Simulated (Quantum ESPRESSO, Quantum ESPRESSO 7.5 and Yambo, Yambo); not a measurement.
## A GW chain in Yambo: ZrSe3 (P2_1/m)

How does a plane-wave GW calculation on ZrSe3 (P2_1/m) run from the first input to the gap?

Program: Quantum ESPRESSO 7.5 and Yambo 5.3.0. Level of theory: PBEsol and many-body steps on it, plane waves. Results are calculated unless marked as measured.

### Step 1. The structure

It takes space group P2_1/m (No. 11, monoclinic). The conventional cell has a = 5.411 Å, b = 3.749 Å, c = 9.444 Å, α = 90.00°, β = 97.48°, γ = 90.00°. Nearest to Zr lie 8 Se at 2.72 to 2.87 Å. Nearest to Se lie 4 Zr at 2.72 to 2.87 Å. Se has 1 Se at 2.34 Å and 2 Zr at 2.73 Å nearest. Nearest to Se lie 1 Se at 2.34 Å and 2 Zr at 2.74 Å. Farther neighbours and most contacts between anions are not listed.

The cell and positions come from the Crystallography Open Database and are kept as given unless a step says otherwise.

### Step 2. Ground state

This step: Quantum ESPRESSO 7.5; DFT, PBEsol, plane waves, norm-conserving pseudopotentials.

The ground-state density comes first.

File pw.in:

```
&control
  calculation = 'scf'
  prefix = 'x'
  outdir = 'o'
  pseudo_dir = 'pseudo'
  tprnfor = .true.
  tstress = .true.
/
&system
  ibrav = 0
  nat = 8
  ntyp = 2
  ecutwfc = 104.0
  nbnd = 92
  force_symmorphic = .true.
/
&electrons
  conv_thr = 1e-10
  electron_maxstep = 80
  mixing_beta = 0.5
/
ATOMIC_SPECIES
  Zr 91.224 Zr.upf
  Se 78.971 Se.upf
CELL_PARAMETERS angstrom
  5.4109000000 -0.0000000000 -0.0000000000
  -0.0000000000 3.7488000000 0.0000000000
  -1.2294209091 0.0000000000 9.3636349901
ATOMIC_POSITIONS crystal
  Zr 0.2850000000 0.2500000000 0.6560000000
  Zr 0.7150000000 0.7500000000 0.3440000000
  Se 0.7620000000 0.2500000000 0.5540000000
  Se 0.2380000000 0.7500000000 0.4460000000
  Se 0.4560000000 0.2500000000 0.1740000000
  Se 0.5440000000 0.7500000000 0.8260000000
  Se 0.8880000000 0.2500000000 0.1690000000
  Se 0.1120000000 0.7500000000 0.8310000000
K_POINTS automatic
  4 6 2 0 0 0
```

The run is started by

```console
$ OMP_NUM_THREADS=1 mpirun -n 8 pw.x -nk 8 -in pw.in > pw.out
```

Log:

```text
Program PWSCF v.7.5 starts

     This program is part of the open-source Quantum ESPRESSO suite
     for quantum simulation of materials; please cite
         "P. Giannozzi et al., J. Phys.:Condens. Matter 21 395502 (2009);
         "P. Giannozzi et al., J. Phys.:Condens. Matter 29 465901 (2017);
         "P. Giannozzi et al., J. Chem. Phys. 152 154105 (2020);
     in publications or presentations arising from this work. More details at
     Message from routine setup:
     using ibrav=0 with symmetry is DISCOURAGED, use correct ibrav instead

     G-vector sticks info

     bravais-lattice index     =            0
     lattice parameter (alat)  =      10.2251  a.u.
     unit-cell volume          =    1281.7486 (a.u.)^3
     number of atoms/cell      =            8
     number of atomic types    =            2
     number of electrons       =       168.00
     number of Kohn-Sham states=           92
     kinetic-energy cutoff     =     104.0000  Ry
     charge density cutoff     =     416.0000  Ry
     scf convergence threshold =      1.0E-10
     mixing beta               =       0.5000
     number of iterations used =            8  plain     mixing
     Exchange-correlation= PBESOL
                           (   1   4  10   8   0   0   0)

     celldm(1)=  10.225119  celldm(2)=   0.000000  celldm(3)=   0.000000
     celldm(4)=   0.000000  celldm(5)=   0.000000  celldm(6)=   0.000000

     crystal axes: (cart. coord. in units of alat)
               a(1) = (   1.000000  -0.000000  -0.000000 )
               a(2) = (  -0.000000   0.692824   0.000000 )
               a(3) = (  -0.227212   0.000000   1.730513 )

     reciprocal axes: (cart. coord. in units 2 pi/alat)
               b(1) = (  1.000000  0.000000  0.131297 )
               b(2) = (  0.000000  1.443369  0.000000 )
               b(3) = (  0.000000  0.000000  0.577863 )
     Pseudo is Norm-conserving + core correction, Zval = 12.0
     Generated using ONCVPSP code by D. R. Hamann
     Using radial grid of 1604 points,  6 beta functions with:
     Pseudo is Norm-conserving + core correction, Zval = 24.0
     Generated using ONCVPSP code by D. R. Hamann
     Using radial grid of 1198 points,  6 beta functions with:
     Zr               12.00    91.22400     Zr( 1.00)
     Se               24.00    78.97100     Se( 1.00)

      2 Sym. Ops., with inversion, found

   Cartesian axes

     site n.     atom                  positions (alat units)
         1        Zr     tau(   1) = (   0.1359490   0.1732059   1.1352168  )
         2        Zr     tau(   2) = (   0.6368391   0.5196178   0.5952966  )
         3        Se     tau(   3) = (   0.6361246   0.1732059   0.9587044  )
         4        Se     tau(   4) = (   0.1366635   0.5196178   0.7718090  )
         5        Se     tau(   5) = (   0.4164651   0.1732059   0.3011093  )
         6        Se     tau(   6) = (   0.3563230   0.5196178   1.4294041  )
         7        Se     tau(   7) = (   0.8496012   0.1732059   0.2924568  )
         8        Se     tau(   8) = (  -0.0768131   0.5196178   1.4380566  )

     number of k points=    28
                       cart. coord. in units 2pi/alat
        k(    1) = (   0.0000000   0.0000000   0.0000000), wk =   0.0416667
        k(    2) = (   0.0000000   0.0000000  -0.2889316), wk =   0.0416667
        k(    3) = (   0.0000000   0.2405614   0.0000000), wk =   0.0833333
        k(    4) = (   0.0000000   0.2405614  -0.2889316), wk =   0.0833333
        k(    5) = (   0.0000000   0.4811228   0.0000000), wk =   0.0833333
        k(    6) = (   0.0000000   0.4811228  -0.2889316), wk =   0.0833333
        k(    7) = (   0.0000000  -0.7216843   0.0000000), wk =   0.0416667
        k(    8) = (   0.0000000  -0.7216843  -0.2889316), wk =   0.0416667
        k(    9) = (   0.2500000   0.0000000   0.0328243), wk =   0.0833333
        k(   10) = (   0.2500000   0.0000000  -0.2561072), wk =   0.0833333
     [... 16 further rows ...]
        k(   27) = (  -0.2500000   0.4811228  -0.0328243), wk =   0.0833333
        k(   28) = (  -0.2500000   0.4811228   0.2561072), wk =   0.0833333

     Dense  grid:   183623 G-vectors     FFT dimensions: (  72,  45, 120)

     Initial potential from superposition of free atoms

     starting charge     167.9953, renormalised to     168.0000
     Starting wfcs are   98 randomized atomic wfcs

     per-process dynamical memory:   310.2 Mb

     Self-consistent Calculation

     iteration #  1     ecut=   104.00 Ry     beta= 0.50

     Threshold (ethr) on eigenvalues was too large:
     Diagonalizing with lowered threshold

     total energy              =   -4260.05157698 Ry
     estimated scf accuracy    <       0.27108864 Ry

     iteration #  2     ecut=   104.00 Ry     beta= 0.50

     total energy              =   -4260.04153124 Ry
     estimated scf accuracy    <       0.47743709 Ry

     iteration #  3     ecut=   104.00 Ry     beta= 0.50

     total energy              =   -4260.12559272 Ry
     estimated scf accuracy    <       0.05148899 Ry

     iteration #  4     ecut=   104.00 Ry     beta= 0.50

     total energy              =   -4260.13215999 Ry
     estimated scf accuracy    <       0.00527845 Ry

     iteration #  5     ecut=   104.00 Ry     beta= 0.50

     total energy              =   -4260.13293116 Ry
     estimated scf accuracy    <       0.00032202 Ry

     iteration #  6     ecut=   104.00 Ry     beta= 0.50

     total energy              =   -4260.13297176 Ry
     estimated scf accuracy    <       0.00002967 Ry

     iteration #  7     ecut=   104.00 Ry     beta= 0.50

     total energy              =   -4260.13297607 Ry
     estimated scf accuracy    <       0.00000184 Ry

     iteration #  8     ecut=   104.00 Ry     beta= 0.50

     total energy              =   -4260.13297638 Ry
     estimated scf accuracy    <       0.00000027 Ry

     iteration #  9     ecut=   104.00 Ry     beta= 0.50

     total energy              =   -4260.13297643 Ry
     estimated scf accuracy    <       0.00000003 Ry

     iteration # 10     ecut=   104.00 Ry     beta= 0.50

     total energy              =   -4260.13297644 Ry
     estimated scf accuracy    <          5.7E-09 Ry

     iteration # 11     ecut=   104.00 Ry     beta= 0.50

     total energy              =   -4260.13297644 Ry
     estimated scf accuracy    <          9.2E-10 Ry

     iteration # 12     ecut=   104.00 Ry     beta= 0.50

     End of self-consistent calculation

          k = 0.0000 0.0000 0.0000 ( 22959 PWs)   bands (ev):

  -197.1565-197.1565-197.1420-197.1420-196.3596-196.3596-136.9919-136.9919
  -136.9784-136.9784-136.7591-136.7591-136.7526-136.7526-136.7431-136.7431
  -136.7368-136.7368-136.0461-136.0461-136.0392-136.0392-136.0249-136.0249
   -38.4723 -38.4717 -37.4172 -37.4172 -37.3246 -37.3246 -37.3118 -37.3118
   -37.3064 -37.3063 -37.2790 -37.2790 -37.2707 -37.2707 -37.0860 -37.0858
   -37.0826 -37.0826 -37.0679 -37.0678 -37.0649 -37.0648 -36.4466 -36.4451
   -36.4433 -36.4431 -36.4295 -36.4287 -36.4282 -36.4265 -36.4198 -36.4194
   -16.6357 -16.6070 -16.5265 -16.5199 -16.4585 -16.4404  -4.4153  -4.0883
    -2.4080  -1.3772  -0.5626  -0.5406   4.5168   4.8776   5.8356   5.9862
     6.1655   7.3504   7.5153   7.9998   8.5120   9.4022   9.6622   9.8077
     9.8205   9.9269  10.3966  10.5071  11.1681  11.5509  13.1795  13.3778
    13.5624  13.6668  14.0145  14.0699

          k = 0.0000 0.0000-0.2889 ( 23008 PWs)   bands (ev):

  -197.1565-197.1565-197.1420-197.1420-196.3596-196.3596-136.9919-136.9919
  -136.9784-136.9784-136.7591-136.7591-136.7526-136.7526-136.7431-136.7431
  -136.7368-136.7368-136.0461-136.0461-136.0392-136.0392-136.0249-136.0249
   -38.4723 -38.4717 -37.4172 -37.4172 -37.3246 -37.3246 -37.3118 -37.3118
   -37.3064 -37.3063 -37.2790 -37.2790 -37.2707 -37.2707 -37.0860 -37.0858
[...]
13.5825  13.6817  13.8918  14.0385

          k = 0.0000 0.2406 0.0000 ( 22977 PWs)   bands (ev):

  -197.1565-197.1565-197.1420-197.1420-196.3596-196.3596-136.9919-136.9919
  -136.9784-136.9784-136.7591-136.7591-136.7526-136.7526-136.7431-136.7431
  -136.7368-136.7368-136.0461-136.0461-136.0392-136.0392-136.0249-136.0249
[...]
-36.4433 -36.4432 -36.4293 -36.4285 -36.4280 -36.4266 -36.4196 -36.4193
   -16.6244 -16.6028 -16.5646 -16.5627 -16.4527 -16.4370  -4.2927  -4.0262
    -2.3316  -1.3674  -0.5069  -0.4878   4.6677   4.8369   5.9580   6.1228
     6.2041   7.0365   7.3921   7.8580   7.9148   9.1147   9.3508   9.4040
     9.4906   9.6469   9.6471   9.9554  11.8204  12.1506  13.3036  13.4275
    13.4714  13.6249  13.8086  13.8945

          k = 0.0000 0.2406-0.2889 ( 22960 PWs)   bands (ev):

     [... further k-points ...]

     highest occupied, lowest unoccupied level (ev):    10.5071   10.8283

!    total energy              =   -4260.13297644 Ry
     estimated scf accuracy    <          6.7E-11 Ry

     The total energy is the sum of the following terms:
     one-electron contribution =   -3765.49580427 Ry
     hartree contribution      =    1746.79974119 Ry
     xc contribution           =    -382.63172040 Ry
     ewald contribution        =   -1858.80519295 Ry

     convergence has been achieved in  12 iterations

     Forces acting on atoms (cartesian axes, Ry/au):

     atom    1 type  1   force =     0.00017499    0.00000072    0.00398703
     atom    2 type  1   force =    -0.00017499   -0.00000072   -0.00398703
     atom    3 type  2   force =     0.00089315    0.00010983    0.00618677
     atom    4 type  2   force =    -0.00089315   -0.00010983   -0.00618677
     atom    5 type  2   force =    -0.00878354    0.00010643    0.00275471
     atom    6 type  2   force =     0.00878354   -0.00010643   -0.00275471
     atom    7 type  2   force =     0.00879965    0.00011088    0.00308379
     atom    8 type  2   force =    -0.00879965   -0.00011088   -0.00308379

     Total force =     0.021294     Total SCF correction =     0.000058

     Computing stress (Cartesian axis) and pressure

          total   stress  (Ry/bohr**3)                   (kbar)     P=       -3.09
  -0.00000015  -0.00000000  -0.00000120           -0.02       -0.00       -0.18
  -0.00000000  -0.00005335   0.00000002           -0.00       -7.85        0.00
  -0.00000120   0.00000002  -0.00000960           -0.18        0.00       -1.41

     XML data file, charge density, pseudopotentials, collected wavefunctions

=------------------------------------------------------------------------------=
   JOB DONE.
=------------------------------------------------------------------------------=
```

Run time: 3.5 min. Hardware: 8 MPI ranks of Arm Neoverse V2, shared host; peak memory 3.6 GiB.

Numbers from this step:

```yaml
total_energy: -57962.0619 eV
gap: 0.3212 eV
k_of_the_valence_top: 0, 0, 0
k_of_the_conduction_bottom: -0.5, 0.1667, 0
least_direct_gap: 0.6027 eV
pressure: -0.309 GPa
```

The gap is indirect, with the least direct gap 0.28 eV higher.

With these pseudopotential files and this cutoff the stress is not reliable, so the pressure is no result.

[end of part 1 of 3]

[Paths, hosts, dates, memory and timing lines, banners, echoed tables and standing remarks are left out of the program output.]

[Logs are printed without paths, hosts, clocks, repeated set-up lines and the standing remarks that a program may print on its own settings, such as how far it seeks lower states.]

[Runs of the session that timed out or met a known fault of the program may be left out.]

[Hosts, paths, dates, database ids (printed as entryN), source tags and the programs' standing remarks are cut or masked in the printed files.]
